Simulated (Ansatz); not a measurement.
Entries from a set of simulations; values are calculated unless marked as measured.

```cif
data_biclo
_symmetry_space_group_name_H-M 'P4/nmm:1'
_symmetry_Int_Tables_number 129
_cell_length_a 3.8855
_cell_length_b 3.8855
_cell_length_c 7.3489
_cell_angle_alpha 90.000
_cell_angle_beta 90.000
_cell_angle_gamma 90.000
_cell_volume 110.95
loop_
_atom_site_label
_atom_site_type_symbol
_atom_site_symmetry_multiplicity
_atom_site_Wyckoff_symbol
_atom_site_fract_x
_atom_site_fract_y
_atom_site_fract_z
_atom_site_occupancy
Bi1 Bi 2 c 0.50000 0.00000 0.32904 1
Cl1 Cl 2 c 0.00000 0.50000 0.14720 1
O1 O 2 b 0.00000 0.00000 0.50000 1
_calc_subject 'BiOCl (P4/nmm): spin-orbit coupling beyond the local functionals'
_calc_method 'DFT, HSE06 with spin-orbit coupling, plane waves, PAW (and 1 further level or step)'
_calc_program 'Ansatz 0.2.0'
_calc_settings_of_one_run 'cutoff 420 eV, 4×4×2 k-mesh, default PAW'
_calc_cost '2 runs, 86 s in all on 1 × NVIDIA H100 80GB HBM3 (shared by 6 runs) with 3 threads of AMD EPYC 7R13 (Zen 3), shared host (the runs of this entry)'
_calc_notes 'The cell and positions come from the Crystallography Open Database and are kept as given unless a step says otherwise. The lattice is static and excitons are left out.'
_calc_hse06 '3.60 eV'
_calc_hse06_soc '3.25 eV'
```

[Paths, hosts, dates, memory and timing lines, banners, echoed tables and standing remarks are left out of the program output.]

[Logs are printed without paths, hosts, clocks, repeated set-up lines and the standing remarks that a program may print on its own settings, such as how far it seeks lower states.]

[Runs of the session that timed out or met a known fault of the program may be left out.]

[Cells called generated may have been cut or substituted from an entry of the Crystallography Open Database or the Materials Project.]

[Hosts, paths, dates, database ids (printed as entryN), source tags and the programs' standing remarks are cut or masked in the printed files.]
